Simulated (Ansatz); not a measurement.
# Phonons of TiAl in the B2 ordering

The plan: relax TiAl in the B2 ordering, check its phonons, and, if the lattice is stable, compute its Eliashberg function and ρ(T).

Calculated with Ansatz 0.2.0; DFT PBEsol, scalar-relativistic, plane waves, PAW.

The structure was built from a prototype and need not be the compound's stable phase.

## (1) The structure

Symmetry: Pm-3m, No. 221, cubic system. Conventional cell: a = 3.248 Å, b = 3.248 Å, c = 3.248 Å, α = 90.00°, β = 90.00°, γ = 90.00°. Nearest to Al lie 8 Ti at 2.81 Å. Ti has 8 Al at 2.81 Å nearest. Farther neighbours are not listed.

Coordinates:

```cif
data_structure
_symmetry_space_group_name_H-M 'Pm-3m'
_symmetry_Int_Tables_number 221
_cell_length_a 3.2479
_cell_length_b 3.2479
_cell_length_c 3.2479
_cell_angle_alpha 90.000
_cell_angle_beta 90.000
_cell_angle_gamma 90.000
_cell_volume 34.26
loop_
_atom_site_label
_atom_site_type_symbol
_atom_site_symmetry_multiplicity
_atom_site_Wyckoff_symbol
_atom_site_fract_x
_atom_site_fract_y
_atom_site_fract_z
_atom_site_occupancy
Al1 Al 1 a 0.00000 0.00000 0.00000 1
Ti1 Ti 1 b 0.50000 0.50000 0.50000 1
```

## (2) Rough relaxation

Large forces or a large pressure at the start call for a first relaxation with loose thresholds.

The input, input.yaml:

```yaml
crystal:
  lattice:
    - [3.24786, 0.0, 0.0]
    - [0.0, 3.24786, 0.0]
    - [0.0, 0.0, 3.24786]
  atoms:
    - { symbol: Al, position: [0.0, 0.0, 0.0] }
    - { symbol: Ti, position: [0.5, 0.5, 0.5] }
kpoints:
  mp_grid: { grid: [6, 6, 6] }
hamiltonian:
  xc: pbesol
scf:
  occupations: { method: gaussian, width: 0.1 }
output:
  forces: true
  stress: true
  eigenvalues: true
relax:
  adjacent_minimum: "off"
  f_tol: 0.05
  max_steps: 80
  cell: { stress_tol: 0.5 }
```

On the command line:

```sh
ansatz run input.yaml --threads 4 --pin off --max-ram 8192MiB --backend cpu --events-out ev --progress --plain --runs-dir out
```

Numbers of over 12 decimals in the logs are rounded to 6 here.

What it wrote:

```text
The last accepted step is kept in <dir> (removed where the run ends without a failure and the disk answers)
Engine: ansatz 0.2.0, x86_64-unknown-linux-gnu
Pseudopotentials: kind: paw
Pseudopotential: Al, paw, valence charge 3, recommended cutoff 420 eV (normal), Al.paw.azcp
Pseudopotential: Ti, paw, valence charge 12, recommended cutoff 420 eV (normal), Ti.paw.azcp
Functional definition: PBEsol
  exchange = pbesol_x
  correlation = pbesol_c
Crystal: 2 atoms, lattice volume = 34.260 Å³
Basis set: ecut = 420 eV, 691 PW (Γ), exchange–correlation on 48×48×48 points (8 copies of the dense FFT grid, shifted against one another)
Bands: 12, of which v1, the nominal top of the filled ones, is band 8 counted from 1 (7 counted from 0)
Symmetry: 48 space group operations
Space group: Pm-3m (ITA 221), of the structure as read, at distance tolerance 3.2e-5 Å
k-points: 20 of 216
Non-local potential: Al, projectors of the file, l = 0: 2, l = 1: 2, l = 2: 1
Non-local potential: Ti, projectors of the file, l = 0: 3, l = 1: 2, l = 2: 3, l = 3: 1
PAW form: soft (Blöchl's): semilocal exchange-correlation on the pseudo side does not see the compensation charge
PAW frozen core: Al, regenerated for the run's functional, and the local potential with it (the file was generated under x = pbe(κ = 0.804, μ = 0.219515), c = pbe(β = 0.066725))
PAW frozen core: Ti, regenerated for the run's functional, and the local potential with it (the file was generated under x = pbe(κ = 0.804, μ = 0.219515), c = pbe(β = 0.066725))
PAW one-centre angular grid: Al, 110 points (default); XC on 64 Gauss nodes
PAW one-centre angular grid: Ti, 590 points (default); XC on 64 Gauss nodes
Initial density: superposition of atomic densities (neutral atoms: chi_scale 0, normalization atom), corrected by the library's trained network
Initial wavefunctions: pseudopotential atomic-orbital guess
Functional: x = pbesol(κ = 0.804, μ = 0.123457), c = pbesol(β = 0.046)
SCF iter   1: F=—  HF=-2998.910465 eV  |F-HF|=—  |Δ(HF+E_count)|=         —  Δρ=5.17e-3  dr2=1.28e-2  ethr=1.77e-3  ⟨swp⟩=5.0  Hψ=1221  notcnv=0
preconditioner: auto → none  [insulator: Δε(μ)=0.112 eV  Ē_g=5.034 eV  σ=0.100 eV  W_gap=0.57  n_scr=6 (ndim 8)  ℏωp=16.8 eV  f_vac=0.000  D(μ)=2.70/eV (n_scr^D=26)  ε∞_Penn≈12.1]
SCF iter   2: F=—  HF=-2998.907007 eV  |F-HF|=—  |Δ(HF+E_count)|=   3.46e-3  Δρ=2.00e-3  dr2=1.53e-3  ethr=8.55e-5  ⟨swp⟩=1.0  Hψ=400  notcnv=0
SCF iter   3: F=—  HF=-2998.906610 eV  |F-HF|=—  |Δ(HF+E_count)|=   3.96e-4  Δρ=1.90e-4  dr2=3.01e-6  ethr=1.02e-5  ⟨swp⟩=2.0  Hψ=291  notcnv=0
SCF iter   4: F=—  HF=-2998.906624 eV  |F-HF|=—  |Δ(HF+E_count)|=   1.35e-5  Δρ=3.06e-5  dr2=2.05e-7  ethr=2.00e-8  ⟨swp⟩=2.5  Hψ=370  notcnv=0
iter 5 did not close the SCF: its close was put off for the readings that it lacked (scf_convergence_deferred on its scf_iter line)
SCF iter   5: F=-2998.906624 eV  HF=-2998.906624 eV  |F-HF|=1.73e-9  |Δ(HF+E_count)|=   5.85e-8  Δρ=1.90e-6  dr2=1.98e-9  ethr=1.37e-9  ⟨swp⟩=2.5  Hψ=390  notcnv=0
SCF iter   6: F=-2998.906624 eV  HF=-2998.906624 eV  |F-HF|=4.55e-12  |Δ(HF+E_count)|=  7.54e-10  Δρ=2.80e-7  dr2=1.00e-11  ethr=1.32e-11  ⟨swp⟩=2.3  Hψ=727  notcnv=0
SCF 1 converged in 6 iterations: F = -2998.906624 eV  dr2 = 1.00e-11
  greatest PAW one-centre occupation: 0.999 electrons in one spin orbital (limit 2), on the Ti atom at site 1 (counted from 0), in its partial waves of l = 0
relax step   1: F+E_penalty+E_count = -2998.90662394 eV  Δ(F+E_penalty+E_count) = +0.000e0 eV  max|allowed force component| = 1.813e-29 eV/Å  Δτ_max = 0.0000 Å  P = -8.779 GPa  Ω = 34.260 Å³  (6 SCF iters, dr2 threshold 1.00e-7 eV, accepted)
Crystal: 2 atoms, lattice volume = 29.490 Å³
Basis set: ecut = 420 eV, 587 PW (Γ), exchange–correlation on 48×48×48 points (8 copies of the dense FFT grid, shifted against one another)
Initial density: handed on by an earlier stage of this run
Initial wavefunctions: those handed on with the density
iter 1 solved again at ethr=7.84e-5 eV; its pass at ethr=3.10e-3 eV (dr2=1.18e-2 eV) is discarded
SCF iter   1: F=—  HF=-2998.949238 eV  |F-HF|=—  |Δ(HF+E_count)|=         —  Δρ=6.42e-3  dr2=1.20e-2  ethr=7.84e-5  ⟨swp⟩=1.0  Hψ=1577  notcnv=0
preconditioner: auto → none  [insulator: Δε(μ)=0.145 eV  Ē_g=5.795 eV  σ=0.100 eV  W_gap=0.69  n_scr=6 (ndim 8)  ℏωp=18.1 eV  f_vac=0.000  D(μ)=2.12/eV (n_scr^D=26)  ε∞_Penn≈10.7]
SCF iter   2: F=—  HF=-2998.945118 eV  |F-HF|=—  |Δ(HF+E_count)|=   4.12e-3  Δρ=2.45e-3  dr2=1.42e-3  ethr=7.84e-5  ⟨swp⟩=1.9  Hψ=268  notcnv=0
SCF iter   3: F=—  HF=-2998.944492 eV  |F-HF|=—  |Δ(HF+E_count)|=   6.25e-4  Δρ=2.76e-4  dr2=1.19e-5  ethr=9.44e-6  ⟨swp⟩=2.1  Hψ=292  notcnv=0
SCF iter   4: F=—  HF=-2998.944489 eV  |F-HF|=—  |Δ(HF+E_count)|=   3.15e-6  Δρ=3.20e-5  dr2=2.17e-7  ethr=7.90e-8  ⟨swp⟩=2.1  Hψ=315  notcnv=0
iter 5 did not close the SCF: its close was put off for the readings that it lacked (scf_convergence_deferred on its scf_iter line)
SCF iter   5: F=-2998.944489 eV  HF=-2998.944489 eV  |F-HF|=5.95e-10  |Δ(HF+E_count)|=   3.20e-8  Δρ=1.53e-6  dr2=4.76e-10  ethr=1.45e-9  ⟨swp⟩=2.1  Hψ=280  notcnv=0
SCF iter   6: F=-2998.944489 eV  HF=-2998.944489 eV  |F-HF|=9.09e-13  |Δ(HF+E_count)|=  1.08e-10  Δρ=2.20e-7  dr2=7.00e-12  ethr=3.17e-12  ⟨swp⟩=1.0  Hψ=697  notcnv=0
SCF 2 converged in 6 iterations: F = -2998.944489 eV  dr2 = 7.00e-12
relax step   2: F+E_penalty+E_count = -2998.94448909 eV  Δ(F+E_penalty+E_count) = -3.787e-2 eV  max|allowed force component| = 6.319e-30 eV/Å  Δτ_max = 0.0000 Å  P = +8.459 GPa  Ω = 29.490 Å³  energy of the carried Pulay correction = +9.490e-4 eV  (6 SCF iters, dr2 threshold 2.00e-7 eV, accepted)
Crystal: 2 atoms, lattice volume = 31.653 Å³
Basis set: ecut = 420 eV, 619 PW (Γ), exchange–correlation on 48×48×48 points (8 copies of the dense FFT grid, shifted against one another)
iter 1 solved again at ethr=2.09e-5 eV; its pass at ethr=3.10e-3 eV (dr2=3.14e-3 eV) is discarded
SCF iter   1: F=—  HF=-2998.992074 eV  |F-HF|=—  |Δ(HF+E_count)|=         —  Δρ=3.12e-3  dr2=3.19e-3  ethr=2.09e-5  ⟨swp⟩=1.1  Hψ=1595  notcnv=0
preconditioner: auto → none  [insulator: Δε(μ)=0.125 eV  Ē_g=5.407 eV  σ=0.100 eV  W_gap=0.62  n_scr=6 (ndim 8)  ℏωp=17.5 eV  f_vac=0.000  D(μ)=2.44/eV (n_scr^D=26)  ε∞_Penn≈11.4]
SCF iter   2: F=—  HF=-2998.991058 eV  |F-HF|=—  |Δ(HF+E_count)|=   1.02e-3  Δρ=1.20e-3  dr2=3.70e-4  ethr=2.09e-5  ⟨swp⟩=1.9  Hψ=269  notcnv=0
SCF iter   3: F=—  HF=-2998.990910 eV  |F-HF|=—  |Δ(HF+E_count)|=   1.48e-4  Δρ=1.44e-4  dr2=3.96e-6  ethr=2.47e-6  ⟨swp⟩=2.0  Hψ=281  notcnv=0
SCF iter   4: F=—  HF=-2998.990919 eV  |F-HF|=—  |Δ(HF+E_count)|=   9.29e-6  Δρ=1.89e-5  dr2=8.11e-8  ethr=2.64e-8  ⟨swp⟩=2.4  Hψ=329  notcnv=0
iter 5 did not close the SCF: its close was put off for the readings that it lacked (scf_convergence_deferred on its scf_iter line)
SCF iter   5: F=-2998.990919 eV  HF=-2998.990919 eV  |F-HF|=2.92e-10  |Δ(HF+E_count)|=   9.99e-9  Δρ=9.78e-7  dr2=2.35e-10  ethr=5.40e-10  ⟨swp⟩=2.0  Hψ=272  notcnv=0
SCF iter   6: F=-2998.990919 eV  HF=-2998.990919 eV  |F-HF|=1.36e-12  |Δ(HF+E_count)|=  9.28e-11  Δρ=9.80e-8  dr2=1.28e-12  ethr=1.56e-12  ⟨swp⟩=1.0  Hψ=703  notcnv=0
the search or the solves at the SCF's close seem to have found levels that the self-consistency loop had missed (the run counts 1). By its estimate they hold under 1e-12 electrons; where the run keeps them, the occupations were computed again with them
SCF 3 converged in 6 iterations: F = -2998.990919 eV  dr2 = 1.28e-12
relax step   3: F+E_penalty+E_count = -2998.99091946 eV  Δ(F+E_penalty+E_count) = -4.643e-2 eV  max|allowed force component| = 8.431e-30 eV/Å  Δτ_max = 0.0000 Å  P = -0.976 GPa  Ω = 31.653 Å³  energy of the carried Pulay correction = +5.017e-4 eV  (6 SCF iters, dr2 threshold 2.00e-7 eV, accepted)
[...]
relax step   4: F+E_penalty+E_count = -2998.99176311 eV  Δ(F+E_penalty+E_count) = -8.436e-4 eV  max|allowed force component| = 1.011e-30 eV/Å  Δτ_max = 0.0000 Å  P = -0.088 GPa  Ω = 31.414 Å³  energy of the carried Pulay correction = +5.495e-4 eV  (6 SCF iters, dr2 threshold 2.00e-7 eV, accepted)
Initial wavefunctions: pseudopotential atomic-orbital guess (no wavefunctions were taken with the density)
iter 1 solved again at ethr=1.83e-9 eV; its pass at ethr=3.10e-3 eV (dr2=2.75e-7 eV) is discarded
SCF iter   1: F=—  HF=-2998.991391 eV  |F-HF|=—  |Δ(HF+E_count)|=         —  Δρ=5.67e-5  dr2=1.32e-7  ethr=1.83e-9  ⟨swp⟩=3.0  Hψ=1938  notcnv=0
preconditioner: auto → none  [insulator: Δε(μ)=0.128 eV  Ē_g=5.461 eV  σ=0.100 eV  W_gap=0.63  n_scr=6 (ndim 8)  ℏωp=17.5 eV  f_vac=0.000  D(μ)=2.37/eV (n_scr^D=26)  ε∞_Penn≈11.3]
SCF iter   2: F=—  HF=-2998.991402 eV  |F-HF|=—  |Δ(HF+E_count)|=   1.13e-5  Δρ=2.75e-5  dr2=2.60e-8  ethr=8.79e-10  ⟨swp⟩=2.6  Hψ=384  notcnv=0
iter 3 did not close the SCF: its close was put off for the readings that it lacked (scf_convergence_deferred on its scf_iter line)
SCF iter   3: F=-2998.991402 eV  HF=-2998.991402 eV  |F-HF|=6.16e-10  |Δ(HF+E_count)|=   3.59e-8  Δρ=4.00e-6  dr2=8.68e-10  ethr=1.74e-10  ⟨swp⟩=2.3  Hψ=374  notcnv=0
iter 4 did not close the SCF: its close was put off for the readings that it lacked (scf_convergence_deferred on its scf_iter line)
SCF iter   4: F=-2998.991402 eV  HF=-2998.991402 eV  |F-HF|=4.55e-13  |Δ(HF+E_count)|=  8.88e-10  Δρ=3.82e-7  dr2=2.34e-11  ethr=5.79e-12  ⟨swp⟩=2.5  Hψ=391  notcnv=0
iter 5 did not close the SCF: its close was put off for the readings that it lacked (scf_convergence_deferred on its scf_iter line)
SCF iter   5: F=-2998.991402 eV  HF=-2998.991402 eV  |F-HF|=4.55e-13  |Δ(HF+E_count)|=  5.91e-12  Δρ=1.96e-8  dr2=1.17e-13  ethr=1.00e-12  ⟨swp⟩=1.0  Hψ=240  notcnv=0
SCF iter   6: F=-2998.991402 eV  HF=-2998.991402 eV  |F-HF|=4.55e-13  |Δ(HF+E_count)|=    0.00e0  Δρ=4.82e-9  dr2=5.67e-15  ethr=1.00e-12  ⟨swp⟩=1.0  Hψ=560  notcnv=0
SCF 5 converged in 6 iterations: F = -2998.991402 eV  dr2 = 5.67e-15
relax step   5: F+E_penalty+E_count = -2998.99140191 eV  Δ(F+E_penalty+E_count) = +3.612e-4 eV  max|allowed force component| = 5.826e-30 eV/Å  Δτ_max = 0.0000 Å  P = -0.106 GPa  Ω = 31.414 Å³  stress off target by 1.06e-1 GPa  SCF on the basis re-selected at this cell (its energy is not comparable with the rows above)  (6 SCF iters)
basis re-selected at this cell: Δ(F+E_penalty+E_count) = +3.612e-4 eV, ΔP = -0.018 GPa vs the last step (what re-selecting the basis moved, of the pressure what is left beyond the Pulay correction that the steps carried, after the strain that the cell walked since its last selection, with what the two solves' SCF thresholds leave and, on support functions, any second-order correction that the steps lacked; it is no m [...]
SCF converged after 6 iterations
Free energy (F): -2998.991402 eV
Harris-Foulkes:  -2998.991402 eV  (|F-HF|=4.55e-13)
Internal energy: -2998.979561 eV  (E = F + TS)
E sigma→0 (E₀):  -2998.985481 eV
Entropy (-TS):   -0.011841 eV (-5.921 meV/atom)
Fermi energy:    11.668664 eV
--- Per-component energies (eV) ---
  E_band       = -157.947384
  E_kinetic    = 297.312405
  E_local      = -1010.745774  (includes V_loc(G=0)·N_el)
  E_nonlocal   = 20.714550
  E_hartree    = 430.786574
  E_xc         = -136.952169
  E_vxc        = -151.761585  (∫ρ·V_xc dr)
  E_paw        = -1477.957123  (= ΣΔE_a)
  E_vpaw       = -175.040238  (= ΣTr[D̂ρ^β])
  E_aug_tail   = 0.000109  (compensation charges beyond the density's cutoff)
  E_ewald      = -1122.296656
  E_core_change = 0.158523  (= ΣΔE_core)
  E_smearing   = -0.011841  (= −TS)
  E_closure    = 0.000000  (closes the sum)
  Σ components = -2998.991402   (vs F -2998.991402, Δ=0.00e0)
--- Forces (eV/Å), atoms counted from 1 ---
  atom   1  Al     0.00000000    -0.00000000     0.00000000
  atom   2  Ti     0.00000000     0.00000000     0.00000000
  max |Σ_I F_I| component: 1.15e-29 eV/Å
--- Stress (GPa, compression-positive) ---
       -0.105990       0.000000      -0.000000
       -0.000000      -0.105990       0.000000
       -0.000000       0.000000      -0.105990
  P = ⅓ Tr σ = -0.1060 GPa (-1.060 kbar)
--- Band table (eV; the first three rows and the last of 20) ---
  k-point 0: bands = [... 4 lower, 2.2929, 10.1674, 10.1674, 13.5073, 13.5073, 13.5073, 16.1673, 16.1673]
  k-point 1: bands = [... 4 lower, 2.7410, 9.8576, 10.3651, 12.8907, 12.8907, 13.5596, 14.9475, 17.1127]
  k-point 2: bands = [... 4 lower, 4.0142, 8.2945, 10.8201, 12.1021, 12.1021, 13.6670, 14.5027, 18.8125]
  k-point 19: bands = [... 4 lower, 8.4881, 8.4881, 8.4881, 12.4225, 14.5771, 14.5771, 14.6178, 14.6178]
--- Relaxed structure (4 steps of the walk, 4 accepted, 1 SCFs on fresh bases) ---
  F+E_penalty+E_count = -2998.99140191 eV   max|allowed force component| = 5.826e-30 eV/Å   (the final SCF, on the basis selected at the relaxed cell)
  cell:  # Å, volume = 31.4145 Å³
    - [3.155318, 0, 0]
    - [0, 3.155318, 0.0]
    - [0, 0.0, 3.155318]
  atoms:
    - { symbol: Al, position: [0, 0, 0] }
    - { symbol: Ti, position: [0.5, 0.5, 0.5] }
```

It took 1 s on 4 threads of Intel Xeon 6975P-C (Granite Rapids), shared host; peak memory 0.38 GiB; 2.7 s of CPU time.

Relaxation path:

| step | energy less that of the first step (eV) | largest force component (eV/Å) | pressure (GPa) | volume (Å³) |
| --- | --- | --- | --- | --- |
| 1 | 0.0000 | 0.0000 | -8.78 | 34.26 |
| 2 | -0.0379 | 0.0000 | 8.46 | 29.49 |
| 3 | -0.0843 | 0.0000 | -0.98 | 31.65 |
| 4 | -0.0851 | 0.0000 | -0.09 | 31.41 |
| 5* | -0.0848 | 0.0000 | -0.11 | 31.41 |

Relaxation steps marked * repeat the geometry before them on a plane-wave basis chosen anew for their cell, so energy and pressure can jump there.

The run keeps the 48 symmetry operations that it works with, so distortions that break them were not tested.

| conventional cell, symmetrised | before | after | change |
| --- | --- | --- | --- |
| a (Å) | 3.248 | 3.155 | -2.8 % |
| b (Å) | 3.248 | 3.155 | -2.8 % |
| c (Å) | 3.248 | 3.155 | -2.8 % |
| volume (Å³/atom) | 17.13 | 15.71 | -8.3 % |

The relaxed structure:

```
Al Ti
1.0
     3.15532    0.00000    0.00000
     0.00000    3.15532    0.00000
     0.00000    0.00000    3.15532
Al Ti
1 1
Cartesian
  0.0000 0.0000 0.0000
  1.5777 1.5777 1.5777
```

Numbers from this step:

```yaml
pressure: -0.1060 GPa
volume_per_atom: 15.71 Å³
metallic_on_mesh: yes
gap_on_the_k_mesh: 0 eV
```

The largest force is now zero by symmetry and the largest stress component 0.11 GPa.

## (3) Relaxing cell and atoms

Lattice constant and positions set the bands and the force constants, so the cell is relaxed first.

input.yaml, the sections that differ from step 2:

```yaml
crystal:
  lattice:
    - [3.1553184335, 0.0, 0.0]
    - [0.0, 3.1553184335, 0.0]
    - [0.0, 0.0, 3.1553184335]
  atoms:
    - { symbol: Al, position: [0.0, 0.0, 0.0] }
    - { symbol: Ti, position: [0.5, 0.5, 0.5] }
kpoints:
  mp_grid: { grid: [10, 10, 10] }
relax:
  adjacent_minimum: "off"
  f_tol: 0.005
  max_steps: 80
  cell: { stress_tol: 0.05 }
# hamiltonian, scf, output: as in step 2
```

What it wrote:

```text
[the first part of the log is left out]
  E_xc         = -136.938581
  E_vxc        = -151.743087  (∫ρ·V_xc dr)
  E_paw        = -1477.955179  (= ΣΔE_a)
  E_vpaw       = -175.033533  (= ΣTr[D̂ρ^β])
  E_aug_tail   = 0.000109  (compensation charges beyond the density's cutoff)
  E_ewald      = -1121.987715
  E_core_change = 0.158523  (= ΣΔE_core)
  E_smearing   = -0.013731  (= −TS)
  E_closure    = -0.000000  (closes the sum)
  Σ components = -2998.991386   (vs F -2998.991386, Δ=0.00e0)
[...]
--- Stress (GPa, compression-positive) ---
       -0.028526       0.000000      -0.000000
        0.000000      -0.028526      -0.000000
       -0.000000      -0.000000      -0.028526
  P = ⅓ Tr σ = -0.0285 GPa (-0.285 kbar)
--- Band table (eV; the first three rows and the last of 56) ---
[...]
--- Relaxed structure (2 steps of the walk, 2 accepted, 1 SCFs on fresh bases) ---
[...]
cell:  # Å, volume = 31.4404 Å³
    - [3.156187, 0, 0]
    - [0, 3.156187, 0.0]
    - [0, 0, 3.156187]
  atoms:
    - { symbol: Al, position: [0, 0, 0] }
    - { symbol: Ti, position: [0.5, 0.5, 0.5] }
```

It took 0.97 s on 4 threads; peak memory 0.4 GiB.

Little changed from the start: no atom moved by 0.005 Å and no cell edge by 0.1 %.

Numbers from this step:

```
pressure        : -0.02853 GPa
volume per atom : 15.72 Å³
```

The largest force is now zero by symmetry and the largest stress component 0.029 GPa, small enough for phonons.

[end of part 1 of 2]

[Logs are printed without paths, hosts, clocks, repeated set-up lines and the standing remarks that a program may print on its own settings, such as how far it seeks lower states.]

[Hosts, paths, dates, database ids (printed as entryN), source tags and the programs' standing remarks are cut or masked in the printed files.]
